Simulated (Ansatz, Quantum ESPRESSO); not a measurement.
# Conductance against width: vacuum gaps between two Ta(110) faces, part 3 of 4

Aim: how the conductance falls as the barrier grows, for vacuum gaps between two Ta(110) faces.

Quantum ESPRESSO 7.5; plane-wave DFT, PBE, JTH PAW pseudopotentials; cross-check by Ansatz 0.2.0 with PAW datasets.

So far. Step 2 (Ground state, 4 Å): The run needed 15 iterations to bring the estimated error under 1e-07 Ry; the largest force on any atom, held or free, is 0.43 eV/Å. Step 3 (The open system, 4 Å): The run is unpolarised; a magnetic state was not tried, may lie lower and would change T.

### 4. The same in Ansatz, 4 Å

As a check, the same structure is run in Ansatz.

Level of this step: plane-wave DFT, PBE, Ansatz PAW (Ansatz 0.2.0).

File input.yaml:

```yaml
crystal:
  lattice:
    - [3.32, 0.0, 0.0]
    - [1.66, 2.3475945135, 0.0]
    - [0.0, 0.0, 39.2139177031]
  atoms:
    - { symbol: Ta, position: [0.0, 0.0, 0.0] }
    - { symbol: Ta, position: [0.5, 0.0, 0.05986636] }
    - { symbol: Ta, position: [0.0, 0.0, 0.11973272] }
    - { symbol: Ta, position: [0.5, 0.0, 0.1795990799] }
    - { symbol: Ta, position: [0.0, 0.0, 0.2394654399] }
    - { symbol: Ta, position: [0.5, 0.0, 0.2993317999] }
    - { symbol: Ta, position: [0.0, 0.0, 0.3591981599] }
    - { symbol: Ta, position: [0.5, 0.0, 0.4190645199] }
    - { symbol: Ta, position: [0.0, 0.0, 0.5210691201] }
    - { symbol: Ta, position: [0.5, 0.0, 0.5809354801] }
    - { symbol: Ta, position: [0.0, 0.0, 0.6408018401] }
    - { symbol: Ta, position: [0.5, 0.0, 0.7006682001] }
    - { symbol: Ta, position: [0.0, 0.0, 0.7605345601] }
    - { symbol: Ta, position: [0.5, 0.0, 0.8204009201] }
    - { symbol: Ta, position: [0.0, 0.0, 0.88026728] }
    - { symbol: Ta, position: [0.5, 0.0, 0.94013364] }
kpoints:
  mp_grid: { grid: [9, 10, 1] }
hamiltonian:
  xc: pbe
scf:
  occupations: { method: fermi_dirac, width: 0.1 }
  convergence: { dr2_threshold: 1.0e-08 }
output:
  transmission: { leads: [[0, 2]], e_range: [-0.4, 0.4], de: 0.4, kmesh: [8, 8] }
  write_potential: true
  write_density: true
  volumetric_format: npy
  elf: true
```

The run is started by

```console
$ ansatz run input.yaml --threads 4 --pin off --max-ram 16384MiB --backend cpu --events-out ev --progress --plain --runs-dir out
```

Numbers of over 12 decimals in the logs are rounded to 6 here.

The log of the run:

```text
Warning: crystal.symmetry: narrowed to the stabiliser of the k-point mesh — unitary ops 8 → 4; excluded 4 operations that carry a point of the 9×10×1 mesh (shift [0, 0, 0]) off the mesh (the run samples exactly the mesh kpoints.mp_grid names, as under crystal.symmetry.detect: false, and its converged state has the mesh's symmetry, not the crystal's; ε∞, the Born charges and the force constants of a linear response (`dielectric:` by the response, `phonons.method: dfpt`) are averaged over those of the crystal's operations that the state keeps within a tolerance, where `mesh_tensors`, `unaveraged_element` or `gamma_mean_max_change_ev_ang2` stands beside them; [rest of the remark cut]
Engine: ansatz 0.2.0, aarch64-unknown-linux-gnu
Pseudopotentials: kind: paw
Pseudopotential: Ta, paw, valence charge 13, recommended cutoff 420 eV (normal), Ta.paw.azcp
Functional definition: PBE
  parameter kappa = 0.804
  parameter beta = 0.066725
  exchange = pbe_x(kappa = kappa, mu = beta*pi^2/3)
  correlation = pbe_c(beta = beta)
Crystal: 16 atoms, lattice volume = 305.634 Å³
Basis set: ecut = 420 eV, 5993 PW (Γ)
Bands: 125, of which v1, the nominal top of the filled ones, is band 104 counted from 1 (103 counted from 0)
Symmetry: 4 space group operations
k-points: 46 of 90
Non-local potential: Ta, projectors of the file, l = 0: 3, l = 1: 2, l = 2: 2, l = 3: 1
PAW form: soft (Blöchl's): semilocal exchange-correlation on the pseudo side does not see the compensation charge
PAW one-centre angular grid: Ta, 590 points (default); XC on 64 Gauss nodes
Initial density: superposition of atomic densities (neutral atoms: chi_scale 0, normalization atom), corrected by the library's trained network
Initial wavefunctions: pseudopotential atomic-orbital guess
Functional: x = pbe(κ = 0.804, μ = 0.219515), c = pbe(β = 0.066725)
SCF iter   1: F=—  HF=-158914.912333 eV  |F-HF|=—  |Δ(HF+E_count)|=         —  Δρ=1.37e-2  dr2=1.17e2  ethr=1.77e-3  ⟨swp⟩=6.3  Hψ=23086  notcnv=0  defer=28
preconditioner: auto → Kerker (q_TF=auto, 2.559 Å⁻¹)  [metal: Δε(μ)=0.001 eV  Ē_g=4.056 eV  σ=0.100 eV  W_gap=0.00  n_scr=82 (ndim 8)  ℏωp=19.0 eV  f_vac=0.000  D(μ)=20.91/eV (n_scr^D=232)]
SCF iter   2: F=—  HF=-158914.646728 eV  |F-HF|=—  |Δ(HF+E_count)|=   2.66e-1  Δρ=6.31e-3  dr2=2.56e1  ethr=1.77e-3  ⟨swp⟩=1.1  Hψ=6627  notcnv=0  defer=31
SCF iter   3: F=—  HF=-158914.573293 eV  |F-HF|=—  |Δ(HF+E_count)|=   7.34e-2  Δρ=1.37e-3  dr2=8.82e-3  ethr=1.77e-3  ⟨swp⟩=1.2  Hψ=5815  notcnv=0  defer=31
SCF iter   4: F=—  HF=-158914.572808 eV  |F-HF|=—  |Δ(HF+E_count)|=   4.85e-4  Δρ=3.25e-4  dr2=3.27e-2  ethr=4.24e-6  ⟨swp⟩=2.0  Hψ=7459  notcnv=0  defer=51
SCF iter   5: F=—  HF=-158914.572592 eV  |F-HF|=—  |Δ(HF+E_count)|=   2.16e-4  Δρ=1.28e-4  dr2=2.88e-4  ethr=4.24e-6  ⟨swp⟩=1.0  Hψ=5677  notcnv=0  defer=51
SCF iter   6: F=—  HF=-158914.572555 eV  |F-HF|=—  |Δ(HF+E_count)|=   3.74e-5  Δρ=4.70e-5  dr2=2.43e-5  ethr=1.38e-7  ⟨swp⟩=2.0  Hψ=7039  notcnv=0  defer=52
SCF iter   7: F=—  HF=-158914.572548 eV  |F-HF|=—  |Δ(HF+E_count)|=   6.19e-6  Δρ=9.82e-6  dr2=5.54e-7  ethr=1.17e-8  ⟨swp⟩=2.0  Hψ=7360  notcnv=0  defer=52
SCF iter   8: F=—  HF=-158914.572222 eV  |F-HF|=—  |Δ(HF+E_count)|=   3.26e-4  Δρ=1.65e-6  dr2=2.00e-8  ethr=2.66e-10  ⟨swp⟩=2.0  Hψ=7742  notcnv=0  defer=57
SCF iter   9: F=-158914.572222 eV  HF=-158914.572222 eV  |F-HF|=1.46e-10  |Δ(HF+E_count)|=   2.18e-9  Δρ=3.77e-7  dr2=7.09e-10  ethr=4.81e-12  ⟨swp⟩=11.7  Hψ=15962  notcnv=0
SCF 1 converged in 9 iterations: F = -158914.572222 eV  dr2 = 7.09e-10
  greatest PAW one-centre occupation: 0.999 electrons in one spin orbital (limit 2), on the Ta atom at site 11 (counted from 0), in its partial waves of l = 0
transmission: 221 of 2210 steps passed
transmission: 443 of 2210 steps passed
[...]
transmission: 2210 of 2210 steps passed
SCF converged after 9 iterations
Free energy (F): -158914.572222 eV
Harris-Foulkes:  -158914.572222 eV  (|F-HF|=1.46e-10)
Internal energy: -158913.851762 eV  (E = F + TS)
E sigma→0 (E₀):  -158914.211992 eV
Entropy (-TS):   -0.720460 eV (-45.029 meV/atom)
Fermi energy:    17.454214 eV
--- Per-component energies (eV) ---
  E_band       = -1914.339349
  E_kinetic    = 5842.192275
  E_local      = -15072.720793  (includes V_loc(G=0)·N_el)
  E_nonlocal   = 234.744816
  E_hartree    = 6071.899541
  E_xc         = -3489.517881
  E_vxc        = -3256.983500  (∫ρ·V_xc dr)
  E_paw        = -134344.441407  (= ΣΔE_a)
  E_vpaw       = -1805.374724  (= ΣTr[D̂ρ^β])
  E_aug_tail   = 0.002167  (compensation charges beyond the density's cutoff)
  E_ewald      = -18156.010480
  E_smearing   = -0.720460  (= −TS)
  E_closure    = 0.000000  (closes the sum)
  Σ components = -158914.572222   (vs F -158914.572222, Δ=0.00e0)
--- Band table (eV; the first three rows and the last of 46) ---
  k-point 0: bands = [... 100 lower, 17.7921, 17.8639, 17.9383, 17.9911, 18.0627, 18.0783, 18.1347, 18.1429, ... 17 higher]
  k-point 1: bands = [... 100 lower, 17.8229, 17.8810, 17.9026, 17.9250, 17.9616, 18.0094, 18.0299, 18.0370, ... 17 higher]
  k-point 2: bands = [... 100 lower, 17.7155, 17.7675, 17.8012, 17.8476, 17.8552, 17.9643, 17.9757, 18.0507, ... 17 higher]
  k-point 45: bands = [... 100 lower, 17.2050, 17.2758, 17.2947, 17.3748, 17.6611, 17.7973, 17.8957, 17.9638, ... 17 higher]
--- Transmission ---
  basis      : 67 plane waves across, 65 finite elements along
  points     : 34, standing for a mesh of 8 x 8
  energies   : 3 from -0.400000 to 0.400000 eV about the Fermi level, 0.400000 eV apart; the leads are filled to 0.000000 eV, and channels, transmission and decay are at 0.000000 eV
  crystal 0  : Ta2, at the sites [0, 2], period 4.6952 Å, over 37.56 Å; its Hamiltonian steps by up to 3.0 meV
    offset         : up to 0.0000 Å between an atom of the period and one for which it stands
    channels       : 1.640625e0 a spin
    conductance    : none, the energies end too early or step too widely for 300 K: set another output.transmission.e_range or a lower de, or, where they end at an eighth of basis.ecutwfc, a higher one
    slowest decay  : 0.1367 /Å at (0.2500, 0.0000)
  junction   : crystal 0 to crystal 0, -0.48 to 34.04 Å
    transmission   : 5.144201e-1 a spin
    conductance    : none, the energies end too early or step too widely for 300 K: set another output.transmission.e_range or a lower de, or, where they end at an eighth of basis.ecutwfc, a higher one
```

The job ended after 53 s (4 threads of Arm Neoverse V2, shared host; peak memory 1.8 GiB).

This step gave:

- free energy: -158914.5722 eV
- energy at zero smearing: -158914.2120 eV
- smearing term TS: 0.7205 eV
- Fermi energy: 17.45 eV
- symmetry operations: 4
- transmission at the Fermi level, one spin: 0.5144
- step of the lead's Hamiltonian over a period: 3 meV

Per spin; mean over the k mesh across the current. The transmission, zone mean by energy, zero at the Fermi level:

| energy (eV) | transmission, zone mean |
| --- | --- |
| -0.400 | 0.523 |
| 0.000 | 0.514 |
| 0.400 | 0.341 |

Per spin; mean over the k mesh across the current. Open channels, zone mean against energy, zero at the Fermi level:

| energy (eV) | open channels, zone mean |
| --- | --- |
| -0.400 | 2.02 |
| 0.000 | 1.64 |
| 0.400 | 1.30 |

Electrostatic potential energy in the ca plane at fractional y = 0.000, with atoms of Ta within 0.2 Å of it. With pseudopotentials it is smooth inside the atoms' cores, unlike the true potential.

Values in eV, 5 rows by 16 columns, each cell a mean:
```
 12   9 -36  -3  14  14  20  17 -21 -24  14  12  11 -33  -8  14
-25  11   7  13 -14 -16  17  20  11  10   2 -26   9   8  12  -9
-50   9  18  16 -34 -36  16  21  18  18  -7 -53   5  18  17 -27
-10  11  -2  10  -3  -4  19  19   3   2   7 -11  11  -1   8   0
 17   7 -47  -8  17  17  21  17 -29 -33  15  16  10 -44 -14  17
```
Columns run along c (16.0 Å, from fractional 0.30 to 0.70 of the cell; values clipped at the 3rd and 97th percentile), rows up along a (3.3 Å). Atoms in or near the plane, at fractional coordinates: Ta at (0.30, 0.50), Ta at (0.36, 0.00), Ta at (0.42, 0.50), Ta at (0.52, 0.00), Ta at (0.58, 0.50), Ta at (0.64, 0.00), Ta at (0.70, 0.50).

Valence density in the ca plane at fractional y = 0.000, with atoms of Ta within 0.2 Å of it. It is the smooth field of the valence electrons, not physical close to the nuclei.

Ten even steps from '0' (0.1 e/Å³) to '9' (4.3 e/Å³), each cell a mean:
```
00001599830000000000002899610000000289961000
11000256410001100000000365200011100136520001
65200011000146520000000011000256410001100025
99610000000289961000000000001599930000000159
89710000000398971000000000001698930000000169
98410000000268840000000000001489720000000148
32100123200013210000000132100123200013210012
00001489620000000000001698410000000269841000
00001698940000000000003989710000000398971000
```
Columns run along c (16.0 Å, from fractional 0.30 to 0.70 of the cell), rows up along a (3.3 Å). Atoms in or near the plane, at fractional coordinates: Ta at (0.30, 0.50), Ta at (0.36, 0.00), Ta at (0.42, 0.50), Ta at (0.52, 0.00), Ta at (0.58, 0.50), Ta at (0.64, 0.00), Ta at (0.70, 0.50).

Ansatz finds T = 0.514 against pwcond's 0.522.

### 5. Self-consistent run, 5 Å

Level of this step: plane-wave DFT, PBE, JTH PAW pseudopotentials (Quantum ESPRESSO 7.5).

File j1.scf.in:

```
&control
  prefix = 'j1.scf'
  outdir = './out'
  pseudo_dir = './pseudo'
  calculation = 'scf'
  tprnfor = .true.
/
&system
  ibrav = 0
  nat = 16
  ntyp = 1
  ecutwfc = 45
  ecutrho = 360
  occupations = 'smearing'
  smearing = 'mv'
  degauss = 0.01
/
&electrons
  conv_thr = 1e-07
  mixing_beta = 0.25
  electron_maxstep = 120
  mixing_mode = 'local-TF'
/
ATOMIC_SPECIES
  Ta  180.9479  Ta.GGA_PBE-JTH.UPF
CELL_PARAMETERS angstrom
  3.32000000000000 0.00000000000000 0.00000000000000
  1.66000000000000 2.34759451353934 0.00000000000000
  0.00000000000000 0.00000000000000 40.21391770309007
ATOMIC_POSITIONS crystal
  Ta  0.000000000000 0.000000000000 0.000000000000
  Ta  0.500000000000 0.000000000000 0.058377662452
  Ta  0.000000000000 0.000000000000 0.116755324904
  Ta  0.500000000000 0.000000000000 0.175132987356
  Ta  0.000000000000 0.000000000000 0.233510649808
  Ta  0.500000000000 0.000000000000 0.291888312259
  Ta  0.000000000000 0.000000000000 0.350265974711
  Ta  0.500000000000 0.000000000000 0.408643637163
  Ta  0.000000000000 0.000000000000 0.532978700385
  Ta  0.500000000000 0.000000000000 0.591356362837
  Ta  0.000000000000 0.000000000000 0.649734025289
  Ta  0.500000000000 0.000000000000 0.708111687741
  Ta  0.000000000000 0.000000000000 0.766489350192
  Ta  0.500000000000 0.000000000000 0.824867012644
  Ta  0.000000000000 0.000000000000 0.883244675096
  Ta  0.500000000000 0.000000000000 0.941622337548
K_POINTS automatic
  9 10 1 0 0 0
```

The run is started by

```console
$ OMP_NUM_THREADS=1 mpirun -n 4 pw.x -nk 4 -in j1.scf.in > j1.scf.out
```

The log of the run:

```text
[banner, memory and clock lines left out]
Program PWSCF v.7.5 starts
[...]
Message from routine setup:
[...]
number of electrons       =       208.00
     number of Kohn-Sham states=          125
     kinetic-energy cutoff     =      45.0000  Ry
     charge density cutoff     =     360.0000  Ry
[...]
number of k points=    46  Marzari-Vanderbilt smearing, width (Ry)=  0.0100
[...]
Dense  grid:   244087 G-vectors     FFT dimensions: (  40,  36, 480)
[...]
Starting wfcs are  288 randomized atomic wfcs
[...]
estimated scf accuracy    <      31.53686508 Ry
[...]
estimated scf accuracy    <      12.74822660 Ry
[...]
estimated scf accuracy    <       1.82733831 Ry
[...]
estimated scf accuracy    <       2.03739031 Ry
[...]
estimated scf accuracy    <       0.12159090 Ry
[...]
estimated scf accuracy    <       0.00511973 Ry
[...]
estimated scf accuracy    <       0.01686167 Ry
[...]
estimated scf accuracy    <       0.00274797 Ry
[...]
estimated scf accuracy    <       0.00047838 Ry
[...]
estimated scf accuracy    <       0.00008188 Ry
[...]
estimated scf accuracy    <       0.00028324 Ry
[...]
estimated scf accuracy    <       0.00000477 Ry
[...]
estimated scf accuracy    <       0.00001561 Ry
[...]
estimated scf accuracy    <       0.00000027 Ry
[...]
estimated scf accuracy    <       0.00000011 Ry
[...]
the Fermi energy is    16.5907 ev
!    total energy              =  -11634.00040061 Ry
[...]
estimated scf accuracy    <       0.00000002 Ry
     smearing contrib. (-TS)   =       0.00166767 Ry
     internal energy E=F+TS    =  -11634.00206828 Ry
[...]
one-electron contribution =   -1319.49785211 Ry
     hartree contribution      =     799.43726387 Ry
     xc contribution           =    -435.25803565 Ry
     ewald contribution        =    -999.71347675 Ry
[...]
convergence has been achieved in  16 iterations
[...]
Total force =     0.023851     Total SCF correction =     0.000406
[...]
```

It took 14 min on 4 MPI ranks; peak memory 2.5 GiB.

This step gave:

```
free energy  : -158288.6392 eV
Fermi energy : 16.59 eV
```

### 6. The open system, 5 Å

File j1.cond.in:

```
&inputcond
  outdir = './out'
  prefixt = 'j1.scf'
  tran_file = 'j1.cond.dat'
  bdl = 1.4142135633
  bds = 12.1126258133
  ikind = 1
  ewind = 4.0
  epsproj = 1e-05
  nz1 = 7
  energy0 = 0.4
  denergy = -0.4
/
21
  0.00000000 0.00000000 0.01562500
  0.00000000 0.12500000 0.03125000
  0.00000000 0.25000000 0.03125000
  0.00000000 0.37500000 0.03125000
  0.00000000 0.50000000 0.01562500
  0.12500000 0.00000000 0.06250000
  0.12500000 0.25000000 0.06250000
  0.12500000 0.37500000 0.06250000
  0.12500000 0.50000000 0.06250000
  0.25000000 0.00000000 0.06250000
  0.25000000 0.12500000 0.03125000
  0.25000000 0.37500000 0.06250000
  0.25000000 0.50000000 0.06250000
  0.25000000 0.62500000 0.03125000
  0.37500000 0.00000000 0.06250000
  0.37500000 0.12500000 0.06250000
  0.37500000 0.50000000 0.06250000
  0.37500000 0.62500000 0.06250000
  0.50000000 0.00000000 0.03125000
  0.50000000 0.12500000 0.06250000
  0.50000000 0.25000000 0.03125000
3
```

The run is started by

```console
$ OMP_NUM_THREADS=1 mpirun -n 4 pwcond.x -in j1.cond.in > j1.cond.out
```

The log of the run:

```text
[banner, memory and clock lines left out]
Program PWCOND v.7.5 starts
[citation notice left out]

[...]
./out/j1.scf.save/
     file Ta.GGA_PBE-JTH.UPF: wavefunction(s)  5S 6S 5P 6P 5D 0D renormalized

     IMPORTANT: XC functional enforced from input :
     Exchange-correlation= PBE
                           (   1   4   3   4   0   0   0)
     Any further DFT definition will be discarded
     Please, verify this is what you really want

     Reading collected, re-writing distributed wavefunctions

===== INPUT FILE containing all the regions =====

[...]
---  E-Ef =   -0.4000000  k =    0.5000000   0.2500000
---  ie =          3  ik =         21
 Nchannels of the left tip =            1
 Right moving states:
   k1(2pi/a)   k2(2pi/a)   E-Ef (eV)
  -0.4209758   0.0000179  -0.4000000
 Left moving states:
   k1(2pi/a)   k2(2pi/a)   E-Ef (eV)
   0.4209758   0.0000179  -0.4000000

 to transmit
 Band j to band i transmissions and reflections:
    j         i     |T_ij|^2    |R_ij|^2

    1 -->     1     0.13677     0.86323
   Total T_j, R_j =    0.13677  0.86323

E-Ef(ev), T(x2 spins) =   -0.4000000   0.2735323
   T_tot     0.40000      0.49316E+00
   T_tot     0.00000      0.56792E+00
   T_tot    -0.40000      0.66019E+00

[...]
```

Elapsed: 2.8 min, on 4 MPI ranks; peak memory 0.36 GiB; 11 min of CPU time.

Numbers from this step:

```
transmission at the Fermi level, one spin : 0.2840
conductance                               : 0.2840 G₀
```

Per spin; mean over the k mesh across the current. Transmission, zone mean against energy, zero at the Fermi level:

| energy (eV) | transmission, zone mean |
| --- | --- |
| -0.400 | 0.330 |
| 0.000 | 0.284 |
| 0.400 | 0.247 |

The run is unpolarised; a magnetic state was not tried, may lie lower and would change T.

T goes from 0.522 to 0.284, a factor of 1.8.

### 7. The same in Ansatz, 5 Å

Level of this step: plane-wave DFT, PBE, Ansatz PAW (Ansatz 0.2.0).

File input.yaml:

```yaml
crystal:
  lattice:
    - [3.32, 0.0, 0.0]
    - [1.66, 2.3475945135, 0.0]
    - [0.0, 0.0, 40.2139177031]
  atoms:
    - { symbol: Ta, position: [0.0, 0.0, 0.0] }
    - { symbol: Ta, position: [0.5, 0.0, 0.0583776625] }
    - { symbol: Ta, position: [0.0, 0.0, 0.1167553249] }
    - { symbol: Ta, position: [0.5, 0.0, 0.1751329874] }
    - { symbol: Ta, position: [0.0, 0.0, 0.2335106498] }
    - { symbol: Ta, position: [0.5, 0.0, 0.2918883123] }
    - { symbol: Ta, position: [0.0, 0.0, 0.3502659747] }
    - { symbol: Ta, position: [0.5, 0.0, 0.4086436372] }
    - { symbol: Ta, position: [0.0, 0.0, 0.5329787004] }
    - { symbol: Ta, position: [0.5, 0.0, 0.5913563628] }
    - { symbol: Ta, position: [0.0, 0.0, 0.6497340253] }
    - { symbol: Ta, position: [0.5, 0.0, 0.7081116877] }
    - { symbol: Ta, position: [0.0, 0.0, 0.7664893502] }
    - { symbol: Ta, position: [0.5, 0.0, 0.8248670126] }
    - { symbol: Ta, position: [0.0, 0.0, 0.8832446751] }
    - { symbol: Ta, position: [0.5, 0.0, 0.9416223375] }
kpoints:
  mp_grid: { grid: [9, 10, 1] }
hamiltonian:
  xc: pbe
scf:
  occupations: { method: fermi_dirac, width: 0.1 }
  convergence: { dr2_threshold: 1.0e-08 }
output:
  transmission: { leads: [[0, 2]], e_range: [-0.4, 0.4], de: 0.4, kmesh: [8, 8] }
  write_potential: true
  write_density: true
  volumetric_format: npy
```

The run is started by

```console
$ ansatz run input.yaml --threads 4 --pin off --max-ram 16384MiB --backend cpu --events-out ev --progress --plain --runs-dir out
```

The log of the run:

```text
[...]
Crystal: 16 atoms, lattice volume = 313.428 Å³
Basis set: ecut = 420 eV, 6121 PW (Γ)
Bands: 125, of which v1, the nominal top of the filled ones, is band 104 counted from 1 (103 counted from 0)
Symmetry: 4 space group operations
k-points: 46 of 90
[...]
k-point 45: bands = [... 100 lower, 16.6689, 16.7343, 16.7657, 16.8841, 17.1112, 17.2339, 17.4247, 17.4974, ... 17 higher]
--- Transmission ---
  basis      : 67 plane waves across, 66 finite elements along
  points     : 34, standing for a mesh of 8 x 8
[...]
channels       : 1.640625e0 a spin
[...]
slowest decay  : 0.1361 /Å at (0.2500, 0.0000)
  junction   : crystal 0 to crystal 0, -0.48 to 35.04 Å
    transmission   : 2.827981e-1 a spin
[...]
[key lines of the parts left out:]
SCF converged after 9 iterations
Free energy (F): -158914.113279 eV
Fermi energy:    16.913340 eV
```

Run time: 57 s. Hardware: 4 threads; peak memory 1.8 GiB.

This step gave:

| Item | Value |
| --- | --- |
| free energy | -158914.1133 eV |
| energy at zero smearing | -158913.7510 eV |
| smearing term TS | 0.7245 eV |
| Fermi energy | 16.91 eV |
| transmission at the Fermi level, one spin | 0.2828 |
| step of the lead's Hamiltonian over a period | 3.4 meV |

Per spin; mean over the k mesh across the current. Table of transmission, zone mean by energy, zero at the Fermi level:

| energy (eV) | transmission, zone mean |
| --- | --- |
| -0.400 | 0.331 |
| 0.000 | 0.283 |
| 0.400 | 0.241 |

Ansatz finds T = 0.283 against pwcond's 0.284.

[end of part 3 of 4]

[Logs are printed without paths, hosts, clocks, repeated set-up lines and the standing remarks that a program may print on its own settings, such as how far it seeks lower states.]

[Hosts, paths, dates, database ids (printed as entryN), source tags and the programs' standing remarks are cut or masked in the printed files.]

[Maps of the electrostatic potential energy from Ansatz leave out the sawtooth potential of an applied field or a dipole correction, so their vacuum need not be flat; planar profiles and work functions include it.]
